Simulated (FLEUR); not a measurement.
**Collinear magnetic orders of Nickel with FLEUR**

Aim: find out whether Nickel carries moments, and which collinear order costs least.

Method: PBE; all-electron FLAPW, Dirac cores, scalar-relativistic bands, in FLEUR MaX-R8.1.

This is a report of a sequence of runs, with most program output left out.

## Step 1: The structure

Symmetry: Fm-3m, No. 225, cubic system. The conventional cell has a = 3.524 Å, b = 3.524 Å, c = 3.524 Å, α = 90.00°, β = 90.00°, γ = 90.00°. Nearest to Ni lie 12 Ni at 2.49 Å.

Coordinates:

```xyz
1
Lattice="0.0000 1.7619 1.7619 1.7619 0.0000 1.7619 1.7619 1.7619 0.0000" Properties=species:S:1:pos:R:3 pbc="T T T"
Ni    0.0000    0.0000    0.0000
```

## Step 2: Run 1 (ferro +)

The parallel start comes first: it shows whether parallel moments hold.

inpgen writes inp.xml from crystal.txt; cutoffs, mixing, functional, smearing and local orbitals are then set in the file. The k list default-1 (kpts.xml, not shown) is a Γ-centred 14×14×14 mesh; where the ranks do not divide the number of points, some are split in two of half the weight.

Input file inp.xml:

```
<?xml version="1.0" encoding="UTF-8" standalone="no"?>
<fleurInput fleurInputVersion="0.39">
   <comment>
      Ni
   </comment>
   <calculationSetup>
      <cutoffs Kmax="3.6" Gmax="10.8" GmaxXC="10.8" numbands="0"/>
      <scfLoop itmax="90" minDistance="0.00002" maxIterBroyd="15" imix="Anderson" alpha="0.05" precondParam="0.0" spinf="2.0" sdNocoIR="T"/>
      <coreElectrons ctail="T" frcor="F" kcrel="0" coretail_lmax="0"/>
      <xcFunctional name="pbe" relativisticCorrections="F"/>
      <magnetism jspins="2"/>
      <soc l_soc="F" theta="0.0" phi="0.0" spav="F"/>
      <expertModes spex="0" secvar="F"/>
      <geometryOptimization l_f="F" forcealpha="1.0" forcemix="BFGS" epsdisp="0.00001" epsforce="0.00001"/>
      <ldaU l_linMix="F" mixParam="0.05" spinf="1.0"/>
   </calculationSetup>
   <cell>
      <bzIntegration valenceElectrons="18.0" mode="hist" fermiSmearingEnergy="0.00110248">
         <kPointListSelection listName="default-1"/>
         <xi:include xmlns:xi="http://www.w3.org/2001/XInclude" href="kpts.xml"> </xi:include>
      </bzIntegration>
      <xi:include xmlns:xi="http://www.w3.org/2001/XInclude" href="sym.xml"> </xi:include>
      <bulkLattice scale="1.0">
         <bravaisMatrix>
            <row-1>    0.0000000000000000     3.3295745993471009     3.3295745993471009</row-1>
            <row-2>    3.3295745993471009     0.0000000000000000     3.3295745993471009</row-2>
            <row-3>    3.3295745993471009     3.3295745993471009     0.0000000000000000</row-3>
         </bravaisMatrix>
      </bulkLattice>
   </cell>
   <atomSpecies>
      <species name="Nickel (Ni1.000" element="Ni" atomicNumber="28">
         <mtSphere radius="2.3" gridPoints="761" logIncrement="0.016"/>
         <atomicCutoffs lmax="8" lnonsphr="6"/>
         <electronConfig flipSpins="F">
            <coreConfig>(1s1/2) (2s1/2) (2p1/2) (2p3/2)</coreConfig>
            <valenceConfig>(3s1/2) (3p1/2) (3p3/2) (4s1/2) (3d3/2) (3d5/2)</valenceConfig>
            <stateOccupation state="(3d3/2)" spinUp="1.6" spinDown="1.6"/>
            <stateOccupation state="(3d5/2)" spinUp="2.9" spinDown="1.9"/>
         </electronConfig>
         <energyParameters s="4" p="4" d="3" f="4"/>
         <lo type="SCLO" l="0" n="3" eDeriv="0"/>
         <lo type="SCLO" l="1" n="3" eDeriv="0"/>
      </species>
   </atomSpecies>
   <atomGroups>
      <atomGroup species="Nickel (Ni1.000">
         <relPos label="                   1">.0000000000 .0000000000 .0000000000</relPos>
         <force calculate="T" relaxXYZ="TTT"/>
      </atomGroup>
   </atomGroups>
   <output dos="F" band="F" slice="F">
      <bandDOS minEnergy="-.5*Htr" maxEnergy="0.5*Htr" sigma="0.015" storeEVData="T"/>
      <plotting iplot="0" polar="F">
         <plot TwoD="T" vec1="  1.0  0.0  0.0" vec2="  0.0  1.0  0.0" vec3="  0.0  0.0  1.0" zero="  0.0  0.0  0.0" file="plot"/>
      </plotting>
      <moessbauerParams electricFieldGradient="F" isomerShift="F" coreHyperfine="F" valenceHyperfine="F"/>
   </output>
</fleurInput>
```

Input file crystal.txt:

```
Ni
&input film=F cartesian=F /
0.00000000000  1.76193500000  1.76193500000
1.76193500000  0.00000000000  1.76193500000
1.76193500000  1.76193500000  0.00000000000
1.8897261246
1.0 1.0 1.0

1
28 0.00000000000  0.00000000000  0.00000000000 : 1.000

&kpt div1=14 div2=14 div3=14 gamma=T /
```

Launch:

```bash
> OMP_NUM_THREADS=1 inpgen -f crystal.txt > inpgen.log  # inp.xml is then edited as shown
> OMP_NUM_THREADS=1 mpirun -n 4 fleur_MPI > fleur.log
```

Elapsed: 6.8 s, on 4 MPI ranks of Arm Neoverse V2, shared host; peak memory 0.17 GiB; 27 s of CPU time.

This step gave:

* free energy: -41383.9300 eV
* program's band gap on this mesh (in a metal only a level spacing): 0.006713 eV
* magnetization: 0.5982 μB
* final state: ferromagnetic
* largest moment: 0.6281 μB

After 22 cycles the largest moment stands at 0.628 μB.

## Step 3: Run 2 (antiferro q=(0,1/2,1/2) +-)

Another pattern of signs weighs the neighbour shells otherwise.

The cell is doubled to 2 atoms to hold this order. The mesh is halved along the doubled vector, so that both cells sample the same points. The k list default-1 (kpts.xml, not shown) is a Γ-centred 14×7×14 mesh.

Edit inp.xml of step 2 so:

```diff
@@ -17,3 +17,3 @@
    <cell>
-      <bzIntegration valenceElectrons="18.0" mode="hist" fermiSmearingEnergy="0.00110248">
+      <bzIntegration valenceElectrons="36.0" mode="hist" fermiSmearingEnergy="0.00110248">
          <kPointListSelection listName="default-1"/>
@@ -25,4 +25,4 @@
             <row-1>    0.0000000000000000     3.3295745993471009     3.3295745993471009</row-1>
-            <row-2>    3.3295745993471009     0.0000000000000000     3.3295745993471009</row-2>
-            <row-3>    3.3295745993471009     3.3295745993471009     0.0000000000000000</row-3>
+            <row-2>    6.6591491986942017     0.0000000000000000     6.6591491986942017</row-2>
+            <row-3>    6.6591491986942017     3.3295745993471009     3.3295745993471009</row-3>
          </bravaisMatrix>
@@ -44,2 +44,15 @@
       </species>
+      <species name="Nickel (Ni-1.000" element="Ni" atomicNumber="28">
+         <mtSphere radius="2.3" gridPoints="761" logIncrement="0.016"/>
+         <atomicCutoffs lmax="8" lnonsphr="6"/>
+         <electronConfig flipSpins="F">
+            <coreConfig>(1s1/2) (2s1/2) (2p1/2) (2p3/2)</coreConfig>
+            <valenceConfig>(3s1/2) (3p1/2) (3p3/2) (4s1/2) (3d3/2) (3d5/2)</valenceConfig>
+            <stateOccupation state="(3d3/2)" spinUp="1.6" spinDown="1.6"/>
+            <stateOccupation state="(3d5/2)" spinUp="1.9" spinDown="2.9"/>
+         </electronConfig>
+         <energyParameters s="4" p="4" d="3" f="4"/>
+         <lo type="SCLO" l="0" n="3" eDeriv="0"/>
+         <lo type="SCLO" l="1" n="3" eDeriv="0"/>
+      </species>
    </atomSpecies>
@@ -48,2 +61,6 @@
          <relPos label="                   1">.0000000000 .0000000000 .0000000000</relPos>
+         <force calculate="T" relaxXYZ="TTT"/>
+      </atomGroup>
+      <atomGroup species="Nickel (Ni-1.000">
+         <relPos label="                   2">.0000000000 1.000/2.000 .0000000000</relPos>
          <force calculate="T" relaxXYZ="TTT"/>
```

Input file crystal.txt:

```
Ni
&input film=F cartesian=F /
0.00000000000  1.76193500000  1.76193500000
3.52387000000  0.00000000000  3.52387000000
3.52387000000  1.76193500000  1.76193500000
1.8897261246
1.0 1.0 1.0

2
28 0.00000000000  0.00000000000  0.00000000000 : 1.000
28 0.00000000000  0.50000000000  0.00000000000 : -1.000

&kpt div1=14 div2=7 div3=14 gamma=T /
```

Elapsed: 87 s, on 4 MPI ranks; peak memory 0.27 GiB.

This step gave:

```
free energy                                                       : -82767.7525 eV
program's band gap on this mesh (in a metal only a level spacing) : 4.06e-8 eV
magnetization                                                     : 0 μB
final state                                                       : antiferromagnetic
largest moment                                                    : 0.1971 μB
```

It lies 53.8 meV a seeded atom over the first start, and its largest moment is 0.197 μB against 0.628 μB.

## Step 4: Order 3, typed as antiferro q=(0,0,1/2) +-

Reversing part of the moments tests the sign of the couplings between them.

The cell is doubled to 2 atoms to hold this order. The mesh is halved along the doubled vector, so that both cells sample the same points. The k list default-1 (kpts.xml, not shown) is a Γ-centred 14×14×7 mesh.

Edit inp.xml of step 3 so:

```diff
@@ -25,4 +25,4 @@
             <row-1>    0.0000000000000000     3.3295745993471009     3.3295745993471009</row-1>
-            <row-2>    6.6591491986942017     0.0000000000000000     6.6591491986942017</row-2>
-            <row-3>    6.6591491986942017     3.3295745993471009     3.3295745993471009</row-3>
+            <row-2>    3.3295745993471009     0.0000000000000000     3.3295745993471009</row-2>
+            <row-3>    6.6591491986942017     6.6591491986942017     0.0000000000000000</row-3>
          </bravaisMatrix>
@@ -64,3 +64,3 @@
       <atomGroup species="Nickel (Ni-1.000">
-         <relPos label="                   2">.0000000000 1.000/2.000 .0000000000</relPos>
+         <relPos label="                   2">.0000000000 .0000000000 1.000/2.000</relPos>
          <force calculate="T" relaxXYZ="TTT"/>
```

Input file crystal.txt:

```
Ni
&input film=F cartesian=F /
0.00000000000  1.76193500000  1.76193500000
1.76193500000  0.00000000000  1.76193500000
3.52387000000  3.52387000000  0.00000000000
1.8897261246
1.0 1.0 1.0

2
28 0.00000000000  0.00000000000  0.00000000000 : 1.000
28 0.00000000000  0.00000000000  0.50000000000 : -1.000

&kpt div1=14 div2=14 div3=7 gamma=T /
```

Run time: 79 s. Hardware: 4 MPI ranks; peak memory 0.28 GiB.

Spin moment in the muffin-tin sphere by atom:

| atom | spin moment in the muffin-tin sphere (μB) |
| --- | --- |
| Ni1 | 0.288 |
| Ni2 | -0.288 |

Read from the output:

```yaml
free_energy: -82767.7580 eV
program_s_band_gap_on_this_mesh_in_a_metal_only_a_level_spacing: 2.86e-4 eV
magnetization: 0 μB
final_state: antiferromagnetic
```

It lies 51.0 meV a seeded atom over the first start, and its largest moment is 0.288 μB against 0.628 μB.

## Step 5: Start 4: no spin polarisation

Without spin polarisation no moment can form, so the difference from the other runs is what forming moments gains.

The k list default-1 (kpts.xml, not shown) is a Γ-centred 14×14×14 mesh.

Input file inp.xml:

```
<?xml version="1.0" encoding="UTF-8" standalone="no"?>
<fleurInput fleurInputVersion="0.39">
   <comment>
      Ni
   </comment>
   <calculationSetup>
      <cutoffs Kmax="3.6" Gmax="10.8" GmaxXC="10.8" numbands="0"/>
      <scfLoop itmax="90" minDistance="0.00002" maxIterBroyd="15" imix="Anderson" alpha="0.05" precondParam="0.0" spinf="2.0" sdNocoIR="T"/>
      <coreElectrons ctail="T" frcor="F" kcrel="0" coretail_lmax="0"/>
      <xcFunctional name="pbe" relativisticCorrections="F"/>
      <magnetism jspins="1"/>
      <soc l_soc="F" theta="0.0" phi="0.0" spav="F"/>
      <expertModes spex="0" secvar="F"/>
      <geometryOptimization l_f="F" forcealpha="1.0" forcemix="BFGS" epsdisp="0.00001" epsforce="0.00001"/>
      <ldaU l_linMix="F" mixParam="0.05" spinf="1.0"/>
   </calculationSetup>
   <cell>
      <bzIntegration valenceElectrons="18.0" mode="hist" fermiSmearingEnergy="0.00110248">
         <kPointListSelection listName="default-1"/>
         <xi:include xmlns:xi="http://www.w3.org/2001/XInclude" href="kpts.xml"> </xi:include>
      </bzIntegration>
      <xi:include xmlns:xi="http://www.w3.org/2001/XInclude" href="sym.xml"> </xi:include>
      <bulkLattice scale="1.0">
         <bravaisMatrix>
            <row-1>    0.0000000000000000     3.3295745993471009     3.3295745993471009</row-1>
            <row-2>    3.3295745993471009     0.0000000000000000     3.3295745993471009</row-2>
            <row-3>    3.3295745993471009     3.3295745993471009     0.0000000000000000</row-3>
         </bravaisMatrix>
      </bulkLattice>
   </cell>
   <atomSpecies>
      <species name="Nickel (Ni)" element="Ni" atomicNumber="28">
         <mtSphere radius="2.3" gridPoints="761" logIncrement="0.016"/>
         <atomicCutoffs lmax="8" lnonsphr="6"/>
         <electronConfig flipSpins="F">
            <coreConfig>(1s1/2) (2s1/2) (2p1/2) (2p3/2)</coreConfig>
            <valenceConfig>(3s1/2) (3p1/2) (3p3/2) (4s1/2) (3d3/2) (3d5/2)</valenceConfig>
            <stateOccupation state="(3d3/2)" spinUp="1.600000" spinDown="1.600000"/>
            <stateOccupation state="(3d5/2)" spinUp="2.400000" spinDown="2.400000"/>
         </electronConfig>
         <energyParameters s="4" p="4" d="3" f="4"/>
         <lo type="SCLO" l="0" n="3" eDeriv="0"/>
         <lo type="SCLO" l="1" n="3" eDeriv="0"/>
      </species>
   </atomSpecies>
   <atomGroups>
      <atomGroup species="Nickel (Ni)">
         <relPos label="                   1">.0000000000 .0000000000 .0000000000</relPos>
         <force calculate="T" relaxXYZ="TTT"/>
      </atomGroup>
   </atomGroups>
   <output dos="F" band="F" slice="F">
      <bandDOS minEnergy="-.5*Htr" maxEnergy="0.5*Htr" sigma="0.015" storeEVData="T"/>
      <plotting iplot="0" polar="F">
         <plot TwoD="T" vec1="  1.0  0.0  0.0" vec2="  0.0  1.0  0.0" vec3="  0.0  0.0  1.0" zero="  0.0  0.0  0.0" file="plot"/>
      </plotting>
      <moessbauerParams electricFieldGradient="F" isomerShift="F" coreHyperfine="F" valenceHyperfine="F"/>
   </output>
</fleurInput>
```

Input file crystal.txt:

```
Ni
&input film=F cartesian=F /
0.00000000000  1.76193500000  1.76193500000
1.76193500000  0.00000000000  1.76193500000
1.76193500000  1.76193500000  0.00000000000
1.8897261246
1.0 1.0 1.0

1
28 0.00000000000  0.00000000000  0.00000000000

&kpt div1=14 div2=14 div3=14 gamma=T /
```

Elapsed: 2.9 s, on 4 MPI ranks; peak memory 0.15 GiB; 11 s of CPU time.

Numbers from this step:

```
free energy                                                       : -41383.8750 eV
program's band gap on this mesh (in a metal only a level spacing) : 0.002908 eV
final state                                                       : non-magnetic (no spin polarisation)
```

It lies 55.0 meV a seeded atom over the first start.

## Step 6: Energies of the orders

Free energies are divided by the number of seeded atoms, so that cells of unlike size compare. Wavevectors q in the names are fractions of the primitive cell's reciprocal vectors.

Orders:

| start | final state | typed order kept | energy over the lowest (meV a seeded atom) | largest sphere moment (μB) | net moment (μB a primitive cell) | mesh matched | CPU time (s) |
| --- | --- | --- | --- | --- | --- | --- | --- |
| ferro + | ferromagnetic | yes | 0 | 0.6281 | 0.5982 | yes | 26.65 |
| antiferro q=(0,1/2,1/2) +- | antiferromagnetic | yes | 53.8 | 0.1971 | 0 | yes | 347.6 |
| antiferro q=(0,0,1/2) +- | antiferromagnetic | yes | 51.04 | 0.2878 | 0 | yes | 315.6 |
| no spin polarisation | non-magnetic | - | 55.05 | 0 | 0 | yes | 11.08 |

## Step 7: Outcome

```json
{
  "lowest state found": "ferromagnetic (typed ferro +)",
  "largest site spin moment": "0.628 μB",
  "next finished state": "antiferromagnetic, 51.0 meV a seeded atom higher",
  "energy gained by spin polarisation": "55.0 meV a seeded atom"
}
```

In words: The lowest state found is ferromagnetic, reached from the start ferro +, with moments up to 0.628 μB. The next finished state costs 51 meV a seeded atom. This is the lowest of 4 finished starts, no proof of the ground state.

[Logs and program files are shortened in this print: banners, set-up blocks, solver, clock and traceback lines can be left out without a mark of their own.]

[Logs are printed without paths, hosts, clocks, repeated set-up lines and the standing remarks that a program may print on its own settings, such as how far it seeks lower states.]

[Hosts, paths, dates, database ids (printed as entryN), source tags and the programs' standing remarks are cut or masked in the printed files.]

[Where a cell is said to come from a database of computed structures, the database is the Materials Project.]
